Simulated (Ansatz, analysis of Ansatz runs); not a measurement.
# PbIF (P4/nmm): a line between two I sites for an added hole

Aim: the energy barrier that a trapped hole meets when it moves from one I atom to another one nearby in PbIF (P4/nmm). The model is a cell of 54 host atoms.

Program: Ansatz 0.2.0. Level of theory: plane-wave PAW DFT, PBEsol+U; relaxation of all atoms of a supercell at fixed charge in a uniform background; PAW set soft_1. Results are calculated unless marked as measured.

In doubt: warnings of the run leave room for a lower electronic state (step 3), so energies may not be the lowest and differences between runs may mislead.

## 1. Starting point

The cell holds 54 atoms: 18 Pb, 18 I and 18 F. Its edges and angles: a = 12.479 Å, b = 12.479 Å, c = 9.125 Å, α = 90.0°, β = 90.0°, γ = 90.0°. It derives from PbIF (space group P4/nmm). Nearest the centre at fractional (0.167, 0.500, 0.332): I28 at 2.08 Å, I10 at 2.08 Å, Pb14 at 2.61 Å, Pb8 at 2.61 Å, F12 at 3.03 Å, I15 at 3.70 Å, I9 at 3.70 Å, F17 at 4.22 Å.

Hubbard terms: I p 6.0 eV. They were chosen, not fitted, to curb self-interaction in the shells named, the trial site's among them. The two sites are I28 and I10. The cell's shortest repeat is 9.1 Å.

## 2. The cell without the carrier

The neutral cell is relaxed first, from small random displacements, so that bond lengths and moments with the carrier can be set beside those of a relaxed cell without it.

neutral.relax/input.yaml reads:

```yaml
crystal:
  lattice:
    - [12.47939787, 0.0, 0.0]
    - [0.0, 12.47939787, 0.0]
    - [0.0, 0.0, 9.12477162]
  atoms:
    - { symbol: Pb, position: [0.0, 0.166667, 0.840153] }
    - { symbol: Pb, position: [0.166667, 0.0, 0.159847] }
    - { symbol: I, position: [0.166667, 0.0, 0.667726] }
    - { symbol: I, position: [0.0, 0.166667, 0.332274] }
    - { symbol: F, position: [0.0, 0.0, 0.0] }
    - { symbol: F, position: [0.166667, 0.166667, 0.0] }
    - { symbol: Pb, position: [0.0, 0.5, 0.840153] }
    - { symbol: Pb, position: [0.166667, 0.333333, 0.159847] }
    - { symbol: I, position: [0.166667, 0.333333, 0.667726] }
    - { symbol: I, position: [0.0, 0.5, 0.332274] }
    - { symbol: F, position: [0.0, 0.333333, 0.0] }
    - { symbol: F, position: [0.166667, 0.5, 0.0] }
    - { symbol: Pb, position: [0.0, 0.833333, 0.840153] }
    - { symbol: Pb, position: [0.166667, 0.666667, 0.159847] }
    - { symbol: I, position: [0.166667, 0.666667, 0.667726] }
    - { symbol: I, position: [0.0, 0.833333, 0.332274] }
    - { symbol: F, position: [0.0, 0.666667, 0.0] }
    - { symbol: F, position: [0.166667, 0.833333, 0.0] }
    - { symbol: Pb, position: [0.333333, 0.166667, 0.840153] }
    - { symbol: Pb, position: [0.5, 0.0, 0.159847] }
    - { symbol: I, position: [0.5, 0.0, 0.667726] }
    - { symbol: I, position: [0.333333, 0.166667, 0.332274] }
    - { symbol: F, position: [0.333333, 0.0, 0.0] }
    - { symbol: F, position: [0.5, 0.166667, 0.0] }
    - { symbol: Pb, position: [0.333333, 0.5, 0.840153] }
    - { symbol: Pb, position: [0.5, 0.333333, 0.159847] }
    - { symbol: I, position: [0.5, 0.333333, 0.667726] }
    - { symbol: I, position: [0.333333, 0.5, 0.332274] }
    - { symbol: F, position: [0.333333, 0.333333, 0.0] }
    - { symbol: F, position: [0.5, 0.5, 0.0] }
    - { symbol: Pb, position: [0.333333, 0.833333, 0.840153] }
    - { symbol: Pb, position: [0.5, 0.666667, 0.159847] }
    - { symbol: I, position: [0.5, 0.666667, 0.667726] }
    - { symbol: I, position: [0.333333, 0.833333, 0.332274] }
    - { symbol: F, position: [0.333333, 0.666667, 0.0] }
    - { symbol: F, position: [0.5, 0.833333, 0.0] }
    - { symbol: Pb, position: [0.666667, 0.166667, 0.840153] }
    - { symbol: Pb, position: [0.833333, 0.0, 0.159847] }
    - { symbol: I, position: [0.833333, 0.0, 0.667726] }
    - { symbol: I, position: [0.666667, 0.166667, 0.332274] }
    - { symbol: F, position: [0.666667, 0.0, 0.0] }
    - { symbol: F, position: [0.833333, 0.166667, 0.0] }
    - { symbol: Pb, position: [0.666667, 0.5, 0.840153] }
    - { symbol: Pb, position: [0.833333, 0.333333, 0.159847] }
    - { symbol: I, position: [0.833333, 0.333333, 0.667726] }
    - { symbol: I, position: [0.666667, 0.5, 0.332274] }
    - { symbol: F, position: [0.666667, 0.333333, 0.0] }
    - { symbol: F, position: [0.833333, 0.5, 0.0] }
    - { symbol: Pb, position: [0.666667, 0.833333, 0.840153] }
    - { symbol: Pb, position: [0.833333, 0.666667, 0.159847] }
    - { symbol: I, position: [0.833333, 0.666667, 0.667726] }
    - { symbol: I, position: [0.666667, 0.833333, 0.332274] }
    - { symbol: F, position: [0.666667, 0.666667, 0.0] }
    - { symbol: F, position: [0.833333, 0.833333, 0.0] }
basis:
  ecutwfc: 420
  xc_grid: 2
hamiltonian:
  xc: pbesol
  hubbard:
    sites: [{ species: I, l: p, u_eff: 6.0 }]
    projectors: ortho-atomic
  pseudopotentials: { kind: paw, azcp: { folder: soft_1 }, xc_functional: pbe }
kpoints:
  mp_grid: { grid: [1, 1, 1] }
scf:
  occupations: { method: fermi_dirac, width: 0.01 }
  max_iter: 120
  lower_state_search: "off"
output:
  forces: true
relax:
  f_tol: 0.02
  max_steps: 70
  random_displacement: { amplitude: 0.04, seed: 7587 }
checkpoint:
  write: "../neutral.relax.run"
  compress: false
  write_wavefunctions: true
  write_every: 100000
```

The run is started by

```
ansatz run input.yaml --threads 8 --pin off --max-ram 17899MiB --backend cpu --events-out ev --progress --plain --runs-dir out
```

Numbers of over 12 decimals in the logs are rounded to 6 here.

What it wrote:

```text
[... repeated set-up lines and file paths are left out, and long positions are rounded to six places ...]
Engine: ansatz 0.2.0, aarch64-unknown-linux-gnu
Pseudopotentials: kind: paw
Pseudopotential: Pb, paw, valence charge 14, recommended cutoff 420 eV (normal), soft_1/Pb.paw.azcp
Pseudopotential: I, paw, valence charge 17, recommended cutoff 420 eV (normal), soft_1/I.paw.azcp
Pseudopotential: F, paw, valence charge 7, recommended cutoff 420 eV (normal), soft_1/F.paw.azcp
Functional definition: PBEsol
  exchange = pbesol_x
  correlation = pbesol_c
Crystal: 54 atoms, lattice volume = 1421.050 Å³
Basis set: ecut = 420 eV, 27799 PW (Γ), exchange–correlation on 180×180×128 points (8 copies of the dense FFT grid, shifted against one another)
Bands: 411, of which v1, the nominal top of the filled ones, is band 342 counted from 1 (341 counted from 0)
Symmetry: 1 space group operations
k-points: 1
Non-local potential: Pb, projectors of the file, l = 0: 2, l = 1: 2, l = 2: 2, l = 3: 1
Non-local potential: I, projectors of the file, l = 0: 2, l = 1: 2, l = 2: 2, l = 3: 1
Non-local potential: F, projectors of the file, l = 0: 2, l = 1: 2, l = 2: 1
PAW form: soft (Blöchl's): semilocal exchange-correlation on the pseudo side does not see the compensation charge
PAW frozen core: Pb, regenerated for the run's functional, and the local potential with it (the file was generated under x = pbe(κ = 0.804, μ = 0.219515), c = pbe(β = 0.066725))
PAW frozen core: I, regenerated for the run's functional, and the local potential with it (the file was generated under x = pbe(κ = 0.804, μ = 0.219515), c = pbe(β = 0.066725))
[...]
atom   9  I      0.00170226     0.00269455     0.00099745
  atom  10  I      0.00174519     0.00584742     0.00140876
  atom  11  F      0.00515662     0.00076668     0.00003576
  atom  12  F      0.00276331    -0.00227726    -0.00187274
  [... 1 atom left out ...]
  atom  14  Pb    -0.00303221    -0.00227592    -0.00142717
  atom  15  I     -0.00062836     0.00343330     0.00154274
  [... 12 atoms left out ...]
  atom  28  I     -0.00134416     0.00170175     0.00071420
  atom  29  F     -0.00356494     0.00300651    -0.00239652
  [... 5 atoms left out ...]
  atom  35  F      0.00274042     0.00384326     0.00274540
  [... 19 atoms left out ...]
  max |Σ_I F_I| component: 1.74e-6 eV/Å
--- Band table (eV) ---
  k-point 0: bands = ["-35.6850", "-35.6843", "-35.6838", "-35.6837", [... 403 left out ...] "14.8196", "14.8200", "14.8201", "14.8209"]
Occupation matrices written to <dir>
--- Relaxed structure (4 steps of the walk, 4 accepted, 0 SCFs on fresh bases) ---
  F+E_penalty+E_count = -359817.82991171 eV   max|allowed force component| = 8.650e-3 eV/Å
  atoms:
    - { symbol: Pb, position: [-2.411499604792236e-5, 0.166684, 0.841924] }
    - { symbol: Pb, position: [0.166547, -0.000117, 0.157131] }
    [... 5 atoms left out ...]
    - { symbol: Pb, position: [0.166824, 0.333190, 0.156936] }
    - { symbol: I, position: [0.166708, 0.333289, 0.666495] }
    - { symbol: I, position: [0.000112, 0.499868, 0.332637] }
    - { symbol: F, position: [-7.619350558577872e-5, 0.333255, -0.000481] }
    - { symbol: F, position: [0.166675, 0.500081, -0.000438] }
    [... 1 atom left out ...]
    - { symbol: Pb, position: [0.166824, 0.666740, 0.156925] }
    - { symbol: I, position: [0.166862, 0.666627, 0.666291] }
    [... 12 atoms left out ...]
    - { symbol: I, position: [0.333441, 0.499952, 0.332826] }
    - { symbol: F, position: [0.333573, 0.333345, -0.000252] }
    [... 5 atoms left out ...]
    - { symbol: F, position: [0.333397, 0.666586, -0.000462] }
    [... 19 atoms left out ...]
[key lines of the parts left out:]
SCF converged after 4 iterations
Free energy (F): -359817.829912 eV
Fermi energy:    6.816677 eV
```

The job ended after 33 s (8 threads of Arm Neoverse V2, shared host; peak memory 2 GiB; 4.1 min of CPU time).

The largest displacement from an ideal site is 0.025 Å.

## 3. The hole on the first site

The nearest neighbour or neighbours of the site start displaced and the site's starting moment is changed by the carrier's spin, since a carrier doesn't trap itself in the undistorted lattice.

A.relax/input.yaml reads:

```yaml
crystal:
  lattice:
    - [12.47939787, 0.0, 0.0]
    - [0.0, 12.47939787, 0.0]
    - [0.0, 0.0, 9.12477162]
  atoms:
    - { symbol: Pb, position: [-2.4e-05, 0.166684, 0.841924] }
    - { symbol: Pb, position: [0.166547, -0.000117, 0.157131] }
    - { symbol: I, position: [0.166949, 0.000123, 0.666223] }
    - { symbol: I, position: [0.000258, 0.166833, 0.332991] }
    - { symbol: F, position: [0.000302, 4.3e-05, -0.000305] }
    - { symbol: F, position: [0.166702, 0.166719, -0.000432] }
    - { symbol: Pb, position: [0.000159, 0.500022, 0.84193] }
    - { symbol: Pb, position: [0.159372, 0.325737, 0.149155] }
    - { symbol: I, position: [0.166708, 0.333289, 0.666495] }
    - { symbol: I, position: [0.000112, 0.499868, 0.332637] }
    - { symbol: F, position: [-7.6e-05, 0.333255, -0.000481] }
    - { symbol: F, position: [0.159864, 0.500081, -0.014027] }
    - { symbol: Pb, position: [0.000144, 0.833472, 0.841528] }
    - { symbol: Pb, position: [0.159371, 0.674193, 0.149144] }
    - { symbol: I, position: [0.166862, 0.666627, 0.666291] }
    - { symbol: I, position: [0.000218, 0.833288, 0.333006] }
    - { symbol: F, position: [0.000128, 0.666772, -0.000817] }
    - { symbol: F, position: [0.166741, 0.833381, -0.000538] }
    - { symbol: Pb, position: [0.333527, 0.166885, 0.84208] }
    - { symbol: Pb, position: [0.500079, 4.3e-05, 0.157132] }
    - { symbol: I, position: [0.500125, 7.8e-05, 0.66647] }
    - { symbol: I, position: [0.333537, 0.166688, 0.332708] }
    - { symbol: F, position: [0.333501, 1.4e-05, -0.000569] }
    - { symbol: F, position: [0.499994, 0.166661, -0.000329] }
    - { symbol: Pb, position: [0.333539, 0.500344, 0.842001] }
    - { symbol: Pb, position: [0.507455, 0.325942, 0.149626] }
    - { symbol: I, position: [0.500096, 0.333253, 0.666523] }
    - { symbol: I, position: [0.333441, 0.499952, 0.332826], spin: 1.0 }
    - { symbol: F, position: [0.333573, 0.326534, -0.013841] }
    - { symbol: F, position: [0.50672, 0.500112, -0.013966] }
    - { symbol: Pb, position: [0.3337, 0.833675, 0.842105] }
    - { symbol: Pb, position: [0.507551, 0.6739, 0.149703] }
    - { symbol: I, position: [0.500267, 0.666743, 0.666433] }
    - { symbol: I, position: [0.333431, 0.833291, 0.332469] }
    - { symbol: F, position: [0.333397, 0.673397, -0.014052] }
    - { symbol: F, position: [0.500191, 0.833359, -0.000396] }
    - { symbol: Pb, position: [0.666814, 0.166743, 0.842505] }
    - { symbol: Pb, position: [0.83344, 7.4e-05, 0.157314] }
    - { symbol: I, position: [0.833293, -3.0e-06, 0.666352] }
    - { symbol: I, position: [0.666746, 0.166717, 0.332891] }
    - { symbol: F, position: [0.666937, 1.4e-05, -0.000132] }
    - { symbol: F, position: [0.833415, 0.166556, -0.000438] }
    - { symbol: Pb, position: [0.666857, 0.49987, 0.842009] }
    - { symbol: Pb, position: [0.833626, 0.333525, 0.157345] }
    - { symbol: I, position: [0.833274, 0.333138, 0.666196] }
    - { symbol: I, position: [0.666889, 0.499986, 0.332724] }
    - { symbol: F, position: [0.666838, 0.333448, -0.000408] }
    - { symbol: F, position: [0.83356, 0.499887, -0.000453] }
    - { symbol: Pb, position: [0.666841, 0.833205, 0.842309] }
    - { symbol: Pb, position: [0.833647, 0.666764, 0.157102] }
    - { symbol: I, position: [0.833472, 0.666658, 0.666484] }
    - { symbol: I, position: [0.666737, 0.833282, 0.33268] }
    - { symbol: F, position: [0.666829, 0.666607, -0.00049] }
    - { symbol: F, position: [0.833704, 0.833416, -0.000173] }
total_charge: 1
basis:
  ecutwfc: 420
  xc_grid: 2
hamiltonian:
  xc: pbesol
  hubbard:
    sites: [{ species: I, l: p, u_eff: 6.0 }]
    projectors: ortho-atomic
  pseudopotentials: { kind: paw, azcp: { folder: soft_1 }, xc_functional: pbe }
kpoints:
  mp_grid: { grid: [1, 1, 1] }
magnetization:
  spin_polarized: true
  initial_magnetization: 1
  spin_locking: { lock_magnetization: hard }
scf:
  occupations: { method: fermi_dirac, width: 0.01 }
  max_iter: 120
  lower_state_search: "off"
output:
  forces: true
relax:
  f_tol: 0.015
  max_steps: 70
  escape_saddle: false
checkpoint:
  write: "../A.relax.run"
  compress: false
  write_wavefunctions: true
  write_every: 100000
```

What it wrote:

```text
[...]
Crystal: 54 atoms, lattice volume = 1421.050 Å³
Basis set: ecut = 420 eV, 27799 PW (Γ), exchange–correlation on 180×180×128 points (8 copies of the dense FFT grid, shifted against one another)
Bands: 411, of which v1, the nominal top of the filled ones, is band 342 counted from 1 (341 counted from 0)
Symmetry: 1 space group operations
[...]
k-points: 1
[...]
Starting moments: Σ|m| = 1 μB on 1 of 54 sites
[...]
SCF iter   1: F=—  HF=-359895.047632 eV  |F-HF|=—  |Δ(HF+E_count)|=         —  Δρ=7.37e-2 (↑6.92e-2 ↓7.37e-2)  dr2=4.66e2  dr2_m=7.43e-1  M=1.000 μB ∫|m|=1.117 μB  β_m=0.30  ethr=3.10e-3  ⟨swp⟩=7.0  Hψ=3582  notcnv=0  defer=68
[...]
spin=Collinear: Resta preconditioning applied to the charge; magnetization (m = ρ↑ − ρ↓) channel mixes plain (no charge-response kernel on spin).
SCF iter   2: F=—  HF=-359830.007805 eV  |F-HF|=—  |Δ(HF+E_count)|=    6.50e1  Δρ=1.89e-2 (↑1.85e-2 ↓1.89e-2)  dr2=3.13e1  dr2_m=2.49e-1  M=1.000 μB ∫|m|=1.106 μB  β_m=0.30  ethr=3.10e-3  ⟨swp⟩=4.0  Hψ=1684  notcnv=0  defer=128
[...]
SCF iter  11: F=-359823.497292 eV  HF=-359823.497291 eV  |F-HF|=1.29e-6  |Δ(HF+E_count)|=   4.37e-6  Δρ=5.56e-6 (↑5.27e-6 ↓5.56e-6)  dr2=1.58e-6  dr2_m=1.65e-8  M=1.000 μB ∫|m|=1.130 μB  ethr=8.24e-10  ⟨swp⟩=2.5  Hψ=2706  notcnv=0
SCF 1 converged in 11 iterations: F = -359823.497292 eV  dr2 = 1.58e-6
[...]
relax step   1: F+E_penalty+E_count = -359823.49729224 eV  Δ(F+E_penalty+E_count) = +0.000e0 eV  max|allowed force component| = 5.142e-1 eV/Å  Δτ_max = 0.0000 Å  (11 SCF iters, dr2 threshold 5.63e-6 eV, accepted)
[...]
relax step   2: F+E_penalty+E_count = -359823.79687183 eV  Δ(F+E_penalty+E_count) = -2.996e-1 eV  max|allowed force component| = 4.061e-1 eV/Å  Δτ_max = 0.1907 Å  (8 SCF iters, dr2 threshold 1.65e-5 eV, accepted)
relax step   3: F+E_penalty+E_count = -359823.87503682 eV  Δ(F+E_penalty+E_count) = -7.816e-2 eV  max|allowed force component| = 1.276e-1 eV/Å  Δτ_max = 0.0775 Å  (6 SCF iters, dr2 threshold 1.03e-5 eV, accepted)
relax step   4: F+E_penalty+E_count = -359823.87571618 eV  Δ(F+E_penalty+E_count) = -6.794e-4 eV  max|allowed force component| = 1.858e-1 eV/Å  Δτ_max = 0.1980 Å  (20 SCF iters, dr2 threshold 1.61e-6 eV, accepted)
relax step   5: F+E_penalty+E_count = -359823.90586839 eV  Δ(F+E_penalty+E_count) = -3.015e-2 eV  max|allowed force component| = 3.533e-2 eV/Å  Δτ_max = 0.0961 Å  (16 SCF iters, accepted)
relax step   6: F+E_penalty+E_count = -359823.90729020 eV  Δ(F+E_penalty+E_count) = -1.422e-3 eV  max|allowed force component| = 1.557e-2 eV/Å  Δτ_max = 0.0081 Å  (14 SCF iters, accepted)
SCF iter   1: F=—  HF=-359823.905796 eV  |F-HF|=—  |Δ(HF+E_count)|=         —  Δρ=1.44e-4 (↑1.00e-4 ↓1.44e-4)  dr2=4.35e-4  dr2_m=5.84e-5  M=1.000 μB ∫|m|=1.119 μB  β_m=0.30  ethr=5.39e-7  ⟨swp⟩=5.0  Hψ=2036  notcnv=0  defer=128
[...]
SCF iter  12: F=-359823.907737 eV  HF=-359823.907737 eV  |F-HF|=6.69e-9  |Δ(HF+E_count)|=   2.43e-7  Δρ=3.94e-7 (↑4.54e-8 ↓3.94e-7)  dr2=2.75e-9  dr2_m=4.87e-10  M=1.000 μB ∫|m|=1.119 μB  ethr=1.00e-12  ⟨swp⟩=1.0  Hψ=3059  notcnv=0
SCF 7 converged in 12 iterations: F = -359823.907737 eV  dr2 = 2.75e-9
relax step   7: F+E_penalty+E_count = -359823.90773662 eV  Δ(F+E_penalty+E_count) = -4.464e-4 eV  max|allowed force component| = 1.075e-2 eV/Å  Δτ_max = 0.0038 Å  (12 SCF iters, accepted)
NSCF: frozen V_eff on 1 k-points
[...]
SCF converged after 12 iterations
Stability checked in part: among states of this total moment the steps that led to this state did not find it unstable. No probe was made; neither looks for a lower state of another moment (fixed_total_moment; see scf.lower_state_search)
Magnetization: 1.0000 μB (342.0000 up, 341.0000 down)
Absolute magnetization: 1.0822 μB (∫|ρ↑−ρ↓|, with the PAW one-centre terms)
[...]
Per-site moments (μB) at R_I (Å): [(0.000369976, 1.040867), (-1.073124905470181e-5, 1.044119), (-5.825522776822925e-6, 1.373989), [... 51 left out ...]
Free energy (F): -359823.907737 eV
[...]
Internal energy: -359823.907737 eV  (E = F + TS)
E sigma→0 (E₀):  -359823.907737 eV
Fermi energy:    6.397199 (↑ 6.874913, ↓ 6.394403) eV
[...]
--- Forces (eV/Å), atoms counted from 1 ---
  atom   1  Pb    -0.00255259    -0.00291202     0.00299641
  atom   2  Pb    -0.00316169     0.00027889     0.00440541
  [... 5 atoms left out ...]
  atom   8  Pb     0.00457065     0.00555479    -0.00155903
  atom   9  I     -0.00093426    -0.00072664     0.00155159
  atom  10  I     -0.00066168     0.00013341     0.00083073
  atom  11  F     -0.00116093    -0.00162810    -0.00115491
  atom  12  F     -0.00164813    -0.00034574     0.00343331
  [... 1 atom left out ...]
  atom  14  Pb     0.00465808    -0.00491955    -0.00093279
  atom  15  I     -0.00049247     0.00076063     0.00111032
  [... 1 atom left out ...]
  atom  17  F     -0.00114945     0.00162679    -0.00133645
  [... 10 atoms left out ...]
  atom  28  I     -0.00011578     0.00013905    -0.00305628
  [... 6 atoms left out ...]
  atom  35  F      0.00041782     0.00243023     0.00311902
  [... 19 atoms left out ...]
  max |Σ_I F_I| component: 7.11e-6 eV/Å
--- Band table (eV) ---
[...]
Occupation matrices written to <dir>
--- Relaxed structure (7 steps of the walk, 7 accepted, 0 SCFs on fresh bases) ---
  F+E_penalty+E_count = -359823.90773662 eV   max|allowed force component| = 1.075e-2 eV/Å
  atoms:
    - { symbol: Pb, position: [-0.001619, 0.164949, 0.834101] }
    - { symbol: Pb, position: [0.166888, 1.3445603187927884e-6, 0.155757] }
    [... 5 atoms left out ...]
    - { symbol: Pb, position: [0.159228, 0.325741, 0.150746] }
    - { symbol: I, position: [0.168151, 0.334698, 0.665434] }
    - { symbol: I, position: [0.000536, 0.500016, 0.330265] }
    - { symbol: F, position: [0.000685, 0.331459, -0.002897] }
    - { symbol: F, position: [0.168660, 0.500025, 0.005990] }
    [... 1 atom left out ...]
    - { symbol: Pb, position: [0.159225, 0.674271, 0.150715] }
    - { symbol: I, position: [0.168137, 0.665347, 0.665475] }
    [... 1 atom left out ...]
    - { symbol: F, position: [0.000679, 0.668580, -0.002900] }
    [... 10 atoms left out ...]
    - { symbol: I, position: [0.333479, 0.500006, 0.372186] }
    [... 6 atoms left out ...]
    - { symbol: F, position: [0.333461, 0.664792, 0.006035] }
    [... 19 atoms left out ...]
```

Run time: 3.3 min. Hardware: 8 threads; peak memory 3.3 GiB.

Relaxation path:

| step | energy less that of the first step (eV) | largest force component (eV/Å) |
| --- | --- | --- |
| 1 | 0.0000 | 0.5142 |
| 2 | -0.2996 | 0.4061 |
| 3 | -0.3777 | 0.1276 |
| 4 | -0.3784 | 0.1858 |
| 5 | -0.4086 | 0.0353 |
| 6 | -0.4100 | 0.0156 |
| 7 | -0.4104 | 0.0107 |

The atoms that moved most (Å):

| atom | dx | dy | dz | length |
| --- | --- | --- | --- | --- |
| I28 | 0.000 | 0.001 | 0.359 | 0.359 |
| F12 | 0.110 | -0.001 | 0.183 | 0.213 |
| F35 | 0.001 | -0.107 | 0.183 | 0.212 |
| F29 | -0.001 | 0.108 | 0.181 | 0.211 |
| F30 | -0.106 | -0.001 | 0.182 | 0.211 |
| Pb25 | -0.001 | -0.004 | 0.111 | 0.111 |
| Pb37 | 0.022 | -0.023 | -0.076 | 0.083 |
| Pb49 | 0.021 | 0.024 | -0.075 | 0.081 |

The moves above count from the input, in which the site's nearest neighbours were already displaced; the distances below compare with the cell without the carrier.

Distances from I28 without and with the hole:

| atom | without (Å) | with (Å) |
| --- | --- | --- |
| Pb32 | 3.35 | 3.68 |
| Pb26 | 3.35 | 3.68 |
| Pb8 | 3.35 | 3.68 |
| Pb14 | 3.35 | 3.68 |
| F30 | 3.68 | 3.92 |
| F29 | 3.68 | 3.92 |
| F35 | 3.68 | 3.92 |
| F12 | 3.68 | 3.92 |
| I27 | 4.23 | 3.96 |
| I9 | 4.23 | 3.96 |

The largest changes of the moments are 0.80 μB on I28, 0.01 μB on I27 and 0.01 μB on I9. The largest part sits on the chosen site.

(Continued in part 2 of 2.)

[Logs are printed without paths, hosts, clocks, repeated set-up lines and the standing remarks that a program may print on its own settings, such as how far it seeks lower states.]

[Hosts, paths, dates, database ids (printed as entryN), source tags and the programs' standing remarks are cut or masked in the printed files.]
